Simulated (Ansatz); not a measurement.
# BiN (model cell, started as CsCl type): from the cell to its phonons, part 2 of 2

Aim: the phonons of BiN (model cell, started as CsCl type) at a cell relaxed beforehand at this level. After the zone centre comes a 4×4×4 q mesh on a 16×16×16 k mesh.

Ansatz 0.2.0; DFT PBEsol, scalar-relativistic, plane waves, PAW.

So far. Step 2 (Zone-centre response): Before it was imposed, the acoustic sum rule was missed by 5.8e-5 eV/Å². Small misses are needed for a sound result but don't prove that mesh and cutoff are converged. The lowest optical mode is imaginary, 249.7i cm⁻¹, so the energy falls along it.

The structure was built from a prototype and need not be the compound's stable phase.

### Step 3. Response at finite wavevector

Stability and thermal properties need the whole zone. Linear response on a 4×4×4 q mesh gives force constants as far as a supercell of that size would.

File input.yaml:

```yaml
crystal:
  lattice:
    - [3.1375731501, 0.0, 0.0]
    - [0.0, 3.1375731501, 0.0]
    - [0.0, 0.0, 3.1375731501]
  atoms:
    - { symbol: Bi, position: [0.0, 0.0, 0.0] }
    - { symbol: "N", position: [0.5, 0.5, 0.5] }
kpoints:
  mp_grid: { grid: [16, 16, 16] }
hamiltonian:
  xc: pbesol
scf:
  occupations: { method: methfessel_paxton, width: 0.2 }
output:
  eigenvalues: true
phonons:
  method: dfpt
  qmesh: [4, 4, 4]
  temperatures: { t_max: 1000, t_step: 50 }
  qpath:
    path:
      - [[0.0, 0.0, 0.0], [0.0, 0.5, 0.0], [0.5, 0.5, 0.0], [0.0, 0.0, 0.0], [0.5, 0.5, 0.5], [0.0, 0.5, 0.0]]
      - [[0.5, 0.5, 0.5], [0.5, 0.5, 0.0]]
    npoints: 10
```

Launch:

```bash
$ ansatz run input.yaml --threads 4 --pin off --max-ram 7168MiB --backend cpu --events-out ev --progress --plain --runs-dir out
```

Numbers of over 12 decimals in the logs are rounded to 6 here.

What it wrote:

```text
[...]
Crystal: 2 atoms, lattice volume = 30.887 Å³
Basis set: ecut = 420 eV, 619 PW (Γ), exchange–correlation on 48×48×48 points (8 copies of the dense FFT grid, shifted against one another)
Bands: 14, of which v1, the nominal top of the filled ones, is band 10 counted from 1 (9 counted from 0)
Symmetry: 48 space group operations
k-points: 165 of 4096
[...]
SCF iter   1: F=—  HF=-12618.040732 eV  |F-HF|=—  |Δ(HF+E_count)|=         —  Δρ=1.74e-2  dr2=1.23e-1  ethr=1.77e-3  ⟨swp⟩=5.0  Hψ=11301  notcnv=0
[...]
SCF iter   9: F=-12618.014531 eV  HF=-12618.014531 eV  |F-HF|=1.82e-12  |Δ(HF+E_count)|=  9.09e-12  S|Δr|=    0.00e0  Δρ=6.35e-8  dr2=1.40e-12  ethr=1.00e-12  ⟨swp⟩=5.8  Hψ=10098  notcnv=0
[...]
SCF 1 converged in 9 iterations: F = -12618.014531 eV  dr2 = 1.40e-12
[...]
iter 1 solved again at ethr=1.80e-7 eV; its pass at ethr=3.10e-3 eV (dr2=3.59e-5 eV) is discarded
SCF iter   1: F=—  HF=-12618.014522 eV  |F-HF|=—  |Δ(HF+E_count)|=         —  Δρ=9.28e-7  dr2=1.12e-10  ethr=1.80e-7  ⟨swp⟩=3.2  Hψ=18818  notcnv=0
eigensolver tolerance schedule: the retry pair's looser diagonalisation over-reported the residual by 320188.76 of it (diagonalisation noise at an unbounded share of the residual, at the tolerance the schedule requests for it); recorded, not acted on — ethr = c·dr2/N_el stays at c = 1.0e-1
[...]
SCF iter   2: F=—  HF=-12618.014531 eV  |F-HF|=—  |Δ(HF+E_count)|=   9.20e-6  S|Δr|=    0.00e0  Δρ=6.34e-7  dr2=6.42e-11  ethr=1.00e-12  ⟨swp⟩=4.1  Hψ=6531  notcnv=0
[...]
SCF iter   4: F=-12618.014531 eV  HF=-12618.014531 eV  |F-HF|=7.28e-12  |Δ(HF+E_count)|=  3.64e-12  S|Δr|=    0.00e0  Δρ=2.58e-7  dr2=9.83e-12  ethr=1.00e-12  ⟨swp⟩=3.7  Hψ=6909  notcnv=0
SCF 2 converged in 4 iterations: F = -12618.014531 eV  dr2 = 9.83e-12
phonons: the bands overlap, so this run is a metal and interpolates without the dipole-dipole term. If the crystal is really an insulator or semiconductor, its LO-TO splitting is missing
NSCF: frozen V_eff on 165 k-points
[...]
DFPT response loops at q = (0, 0, 0) (fractional): preconditioner auto → Kerker (q_TF=auto, 2.538 Å⁻¹) (partly filled bands, converged f_vac=0.000); β = 1.00, the filter's whole step (`scf.mixing.beta` (0.50) is not read by the response loops under this deck's `scf.mixing.preconditioner`; to damp them name `kerker` or `kerker_dos`, under which they read `scf.mixing.beta`, and type it under 1.00, their step now; both keys bind the ground state too); Broyden in place of MSR1
[...]
SCF converged after 9 iterations
[...]
Free energy (F): -12618.014531 eV
[...]
Internal energy: -12618.012258 eV  (E = F + TS)
E sigma→0 (E₀):  -12618.013963 eV
Entropy (-TS):   -0.002273 eV (-1.137 meV/atom)
Fermi energy:    14.075434 eV
[...]
--- Band table (eV; the first three rows and the last of 165) ---
  k-point 0: bands = [... 6 lower, 5.8742, 12.1076, 12.1076, 12.1076, 21.4127, 21.4127, 21.4127, 21.4204]
  k-point 1: bands = [... 6 lower, 5.7756, 12.0812, 12.1537, 12.1537, 20.4386, 21.3493, 21.3493, 21.4557]
  k-point 2: bands = [... 6 lower, 5.4827, 12.0266, 12.2887, 12.2887, 19.4158, 21.1599, 21.1599, 21.5619]
  k-point 164: bands = [... 6 lower, 6.9238, 11.4893, 11.4893, 11.4893, 12.1666, 12.1666, 12.1666, 27.6492]
--- Phonons (Γ-DFPT): 2 representative perturbations + reference (Σ response iterations 6) ---
  ASR residual: 5.796e-5 → 0.000e0 eV/Å²; symmetrization residual: 1.370e-6 eV/Å²
  ASR residual per site (eV/Å²): 3.94e-6 5.80e-5
  Γ frequencies (cm⁻¹): -249.68 -249.68 -249.68 0.00 0.00 0.00
--- Phonons (arbitrary-q DFPT): 10 irreducible q on the 4×4×4 mesh ---
  q = [0.0000, 0.0000, 0.0000] (star 1, of the zone-centre solve; hermiticity 9.10e-7, symmetrization 3.93e-13): -249.68 -249.68 -249.68 -0.00 0.00 0.00
  q = [0.0000, 0.0000, 0.2500] (star 6, 4 solved perturbations in 4032 linear systems a pass and spin channel, the states on 1296 of 4096 k-point pairs; hermiticity 2.14e-7, symmetrization 3.35e-13): -207.21 -207.21 -30.76 -30.76 106.19 169.36
[...]
q = [0.0000, 0.2500, -0.5000] (star 12, 6 solved perturbations on 1296 of 4096 k-point pairs; hermiticity 2.78e-7, symmetrization 8.39e-15): -169.57 -76.51 48.66 51.92 169.83 231.87
[...]
sum rule: each row above includes the acoustic sum rule's correction from the zone centre's row sums; it moved no ω² by more than (1.06 cm⁻¹)²
  mesh force constants: q→R imaginary residual 4.06e-18; ASR residual 5.796e-5 → 0.000e0 eV/Å²; symmetrization residual 2.665e-15 eV/Å²
  interpolated dispersion: 62 rows × 6 modes
  density of states and harmonic sums: on the 20×20×20 q-mesh, interpolated from the force constants of a 4×4×4 supercell (no non-analytic term)
  largest difference from the sums on the solved wave vectors: F 4.56e-2 eV, S 6.82e-5 and C_V 2.26e-5 eV/K
  zero-point energy: 0.030491 eV/cell   skipped modes (ω ≤ 0): 736, of them read as no rigid motion or as one in doubt: 733 (2.575e0 modes/cell left out, lowest -258.00 cm⁻¹)   left out of the sums: 4.29e-1 of the cell's modes: C_V's classical limit lies that fraction below 3 k_B per atom; for a crystal, a wire or a layer, F and S can be off by more, and a phonons.interpolated_qmesh denser along its periods is the remedy for the sampling
```

Wall time 6.1 min (4 threads of Arm Neoverse V2, shared host); peak memory 2.8 GiB.

Numbers from this step:

| Item | Value |
| --- | --- |
| sum-rule residual before enforcement | 5.80e-5 eV/Å² |
| lowest frequency on the path | -255.5 cm⁻¹ |
| highest frequency on the path or at a solved wavevector | 320.7 cm⁻¹ |
| lowest mode on the q mesh (acoustic modes at Γ apart) | -255.5 cm⁻¹ |

Frequencies (cm⁻¹) solved at each irreducible wavevector; negative means imaginary. Frequencies by wavevector, by row:

| q in reciprocal lattice units | star | mode 1 | mode 2 | mode 3 | mode 4 | mode 5 | mode 6 |
| --- | --- | --- | --- | --- | --- | --- | --- |
| 0 0 0 | 1 | -249.7 | -249.7 | -249.7 | 0 | 0 | 0 |
| 0 0 0.25 | 6 | -207.2 | -207.2 | -30.8 | -30.8 | 106.2 | 169.4 |
| 0 0 -0.5 | 3 | -62.1 | -62.1 | 79.9 | 79.9 | 166.3 | 320.7 |
| 0 0.25 0.25 | 12 | -204.6 | -201.4 | -55.9 | 101.2 | 108.4 | 238.2 |
| 0 0.25 -0.5 | 12 | -169.6 | -76.5 | 48.7 | 51.9 | 169.8 | 231.9 |
| 0 -0.5 -0.5 | 3 | -255.5 | -255.5 | -228.5 | -89.9 | 142 | 142 |
| 0.25 0.25 0.25 | 8 | -85.1 | -85.1 | 45.2 | 119.3 | 119.3 | 183.1 |
| 0.25 0.25 -0.5 | 12 | -254.6 | -86.2 | 67.3 | 143.1 | 164.7 | 235.7 |
| 0.25 -0.5 -0.5 | 6 | 55.2 | 71.9 | 71.9 | 170.9 | 170.9 | 202.8 |
| -0.5 -0.5 -0.5 | 1 | 116.8 | 116.8 | 116.8 | 303.8 | 303.8 | 303.8 |

Interpolated from a 4×4×4 q mesh. Phonon branches along the path, in cm⁻¹:

```
    point  branch 1  branch 2  branch 3  branch 4  branch 5  branch 6
        Γ      -250      -250      -250         0         0         0
  halfway      -207      -207       -31       -31       106       169
        X       -62       -62        80        80       166       321
  halfway      -170       -76        49        52       170       232
        M      -256      -256      -228       -90       142       142
  halfway      -205      -201       -56       101       108       238
        Γ      -250      -250      -250         0         0         0
  halfway       -85       -85        45       119       119       183
        R       117       117       117       304       304       304
  halfway      -254       -86        67       143       165       236
        X       -62       -62        80        80       166       321
jump to R       117       117       117       304       304       304
  halfway        55        72        72       171       171       203
        M      -256      -256      -228       -90       142       142
```

The phonon branches as a text plot (rows in cm⁻¹):

```
    309 |      ****                          *****     ****
    285 |                                       * *        *
    261 |     *    *                        **   * *  *    *
    237 |    *             ***                   *  *       *
    213 |                              *   *      *  *      **
    189 |           *     *   *         *   *         *
    165 |   *  *******   *           **  **        ** ****   *
    141 |    **      ******              ***      ****        ***
    117 |   *     *        ***          *   ******      * ***
     93 |        * *      *  ***       *   **    ***       *
     69 |  *   ***             *     *** **       * *    *  **
     45 | *        *           **   *   *            *       *
     21 |*                       * *                    *
     -3 |*                       **
    -27 | *****   * *          **                 *   *
    -51 |       **           **                    *  ****    *
    -75 |      *  *****  ****           *           **         **
    -99 |         * *  **                                     *
   -123 |            *   *          *    ***           *
   -147 |  *  *    *
   -171 |    *       *          *      *                      **
   -195 |   *       * *   ****                     *  *
   -219 | *          *****    *  * * **                        **
   -243 |***           **      ******               **          *
         Γ      X      M          Γ            R        X|R     M
```

The phonon density of states has structure finer than the step of the table below, so its rows give means over 25 cm⁻¹, whole bins alone (the curve runs from -258 to 322 cm⁻¹). Peaks (cm⁻¹: height): -197.5: 0.0187, -62.5: 0.0161, 142.5: 0.0440, 212.5: 0.0127.

Tetrahedra on a 20×20×20 mesh, mean over bins of 5 cm-1. Interpolated from a 4×4×4 q mesh. Table of phonon density of states by wavenumber; means over each step:

```
wavenumber (cm⁻¹)  phonon density of states (1/cm⁻¹/cell)
             -225                                  0.0123
             -200                                  0.0161
             -175                                  0.0105
             -150                                 0.00765
             -125                                 0.00633
             -100                                 0.00684
              -75                                  0.0139
              -50                                  0.0121
              -25                                 0.00949
                0                                 0.00647
               25                                 0.00738
               50                                 0.00951
               75                                  0.0113
              100                                  0.0162
              125                                  0.0174
              150                                  0.0271
              175                                  0.0107
              200                                 0.00893
              225                                  0.0104
              250                                 0.00758
              275                                 0.00480
              300                                 0.00281
```

The partial phonon density of states has structure finer than the step of the table below, so its rows give means over 20 cm⁻¹, whole bins alone (the curve runs from -265 to 339 cm⁻¹). Peaks (cm⁻¹: height): Bi -63.6: 0.0151, 38.9: 0.0113, 111.0: 0.0147, 141.4: 0.0304; N -200.2: 0.0168, 141.4: 0.00821, 168.0: 0.00875, 217.3: 0.0129, 247.7: 0.0109.

Phonopy on the run's constants, 19x19x19 mesh, Gaussian sigma 4.3 cm-1. Interpolated from a 4×4×4 q mesh. Partial phonon density of states against wavenumber; means over each step; values in 1/cm⁻¹/cell:

| wavenumber (cm⁻¹) | Bi | N |
| --- | --- | --- |
| -240 | 5.8e-4 | 0.00849 |
| -220 | 8.7e-4 | 0.0121 |
| -200 | 0.00128 | 0.0150 |
| -180 | 0.00110 | 0.00970 |
| -160 | 0.00134 | 0.00803 |
| -140 | 0.00109 | 0.00508 |
| -120 | 0.00135 | 0.00408 |
| -100 | 0.00341 | 0.00437 |
| -80 | 0.0101 | 0.00244 |
| -60 | 0.0135 | 0.00197 |
| -40 | 0.0102 | 0.00163 |
| -20 | 0.00800 | 0.00134 |
| 0 | 0.00140 | 1.8e-4 |
| 20 | 0.00436 | 5.9e-4 |
| 40 | 0.00928 | 0.00104 |
| 60 | 0.00897 | 0.00144 |
| 80 | 0.0106 | 0.00260 |
| 100 | 0.0128 | 0.00334 |
| 120 | 0.0117 | 0.00325 |
| 140 | 0.0241 | 0.00694 |
| 160 | 0.0108 | 0.00740 |
| 180 | 0.00190 | 0.00628 |
| 200 | 5.8e-4 | 0.00801 |
| 220 | 4.2e-4 | 0.0107 |
| 240 | 1.4e-4 | 0.00863 |
| 260 | 4.9e-5 | 0.00584 |
| 280 | 1.4e-5 | 0.00476 |
| 300 | 2.6e-6 | 0.00303 |
| 320 | 0 | 6.3e-4 |

Second derivatives of the energy by pair, one row for each kind of neighbour of each atom listed. Each entry sums the pair over the periodic images of the supercell that the q mesh stands for, and in a polar crystal it holds the long-range dipole part too. Force constants by pair, by row:

```
atom  neighbour  distance (Å)  third of the trace (eV/Å²)  along the pair's line (eV/Å²)
 Bi1     itself             0                       4.464                              –
 Bi1          N         2.717                      0.3234                          1.346
 Bi1         Bi         3.138                     -0.8211                         -4.141
 Bi1         Bi         4.437                     -0.0682                        -0.4175
 Bi1          N         5.203                       0.012                         0.0582
 Bi1         Bi         5.434                     -0.2374                        -0.6191
 Bi1         Bi         6.275                      0.0601                         0.0195
 Bi1          N         6.838                     -0.0082                         0.0019
 Bi1         Bi         7.016                      0.0025                         -0.001
  N2     itself             0                      0.1981                              –
  N2         Bi         2.717                      0.3234                          1.346
  N2          N         3.138                     -0.2215                        -0.7767
  N2          N         4.437                      0.0217                        -0.0964
  N2         Bi         5.203                       0.012                         0.0582
  N2          N         5.434                     -0.3498                         -1.016
  N2          N         6.275                     -0.0261                        -0.3416
  N2         Bi         6.838                     -0.0082                         0.0019
  N2          N         7.016                     -0.0136                         0.0187
```

Symmetry leaves 10 wavevectors to solve. The lowest mode among them, the acoustic zeros apart, lies at q = (0, -0.5, -0.5) and is imaginary, 255.5i cm⁻¹, so the energy falls along it.

### Step 4. Isotope substitution

An isotope changes the mass and not the force constants, so no new electronic calculation is needed; the shifts show which modes move this element.

The same force constants with the mass of N changed from 14.007 to 15.000 u (phonopy, no LO-TO term). Both lists are sorted by frequency; levels can cross, so a row need not hold one and the same mode. Modes under 3 cm⁻¹ are left out. Isotope shifts, by row:

```csv
q,rank,natural mass (cm⁻¹),changed mass (cm⁻¹)
0 0 0,1,-249.7,-241.8
0 0 0,2,-249.7,-241.8
0 0 0,3,-249.7,-241.8
0 0 0.25,1,-207.2,-200.8
0 0 0.25,2,-207.2,-200.8
0 0 0.25,3,-30.76,-30.68
0 0 0.25,4,-30.76,-30.68
0 0 0.25,5,106.2,106
0 0 0.25,6,169.4,164
0 0 -0.5,1,-62.09,-62.09
0 0 -0.5,2,-62.09,-62.09
0 0 -0.5,3,79.9,77.21
0 0 -0.5,4,79.9,77.21
0 0 -0.5,5,166.3,166.3
0 0 -0.5,6,320.7,309.9
0 0.25 0.25,1,-204.6,-198.6
0 0.25 0.25,2,-201.4,-194.9
0 0.25 0.25,3,-55.88,-55.78
0 0.25 0.25,4,101.2,101.2
0 0.25 0.25,5,108.4,107.9
0 0.25 0.25,6,238.2,230.3
```

A mode of this element alone would shift by -3.37 %.

### Step 5. Outcome

```json
{"space group (within 0.01 Å)": "Pm-3m", "volume per atom": "15.4 Å³", "electronic character": "no gap on this mesh", "highest optical mode at the zone centre (no LO-TO term)": "-250 cm⁻¹", "lowest optical zone-centre mode": "-250 cm⁻¹", "lowest mode on the q mesh (acoustic modes at Γ apart)": "-256 cm⁻¹", "highest frequency on the path or at a solved wavevector": "321 cm⁻¹", "imaginary modes on the 4×4×4 q mesh": "yes"}
```

What this shows: Modes are clearly imaginary (beyond 10i cm⁻¹) at 8 of the 10 irreducible wavevectors, most at q = (0, -0.5, -0.5) (255.5i cm⁻¹), so this structure is not a minimum of the energy. The optical modes at Γ form one degenerate level at -250 cm⁻¹ (negative means imaginary). With no gap, or one that is small against the smearing, the frequencies hang on the k mesh and the smearing, most of all near Kohn anomalies. Spin-orbit coupling is left out, which can matter for the heavy elements here. A phonon run warned that its eigensolver left some bands unconverged in a pass. The starting cell was built on a prototype and not taken from a measurement, so the phase need not exist. These are harmonic frequencies at zero temperature: anharmonic shifts, linewidths and thermal expansion are left out.

[Logs are printed without paths, hosts, clocks, repeated set-up lines and the standing remarks that a program may print on its own settings, such as how far it seeks lower states.]

[Hosts, paths, dates, database ids (printed as entryN), source tags and the programs' standing remarks are cut or masked in the printed files.]
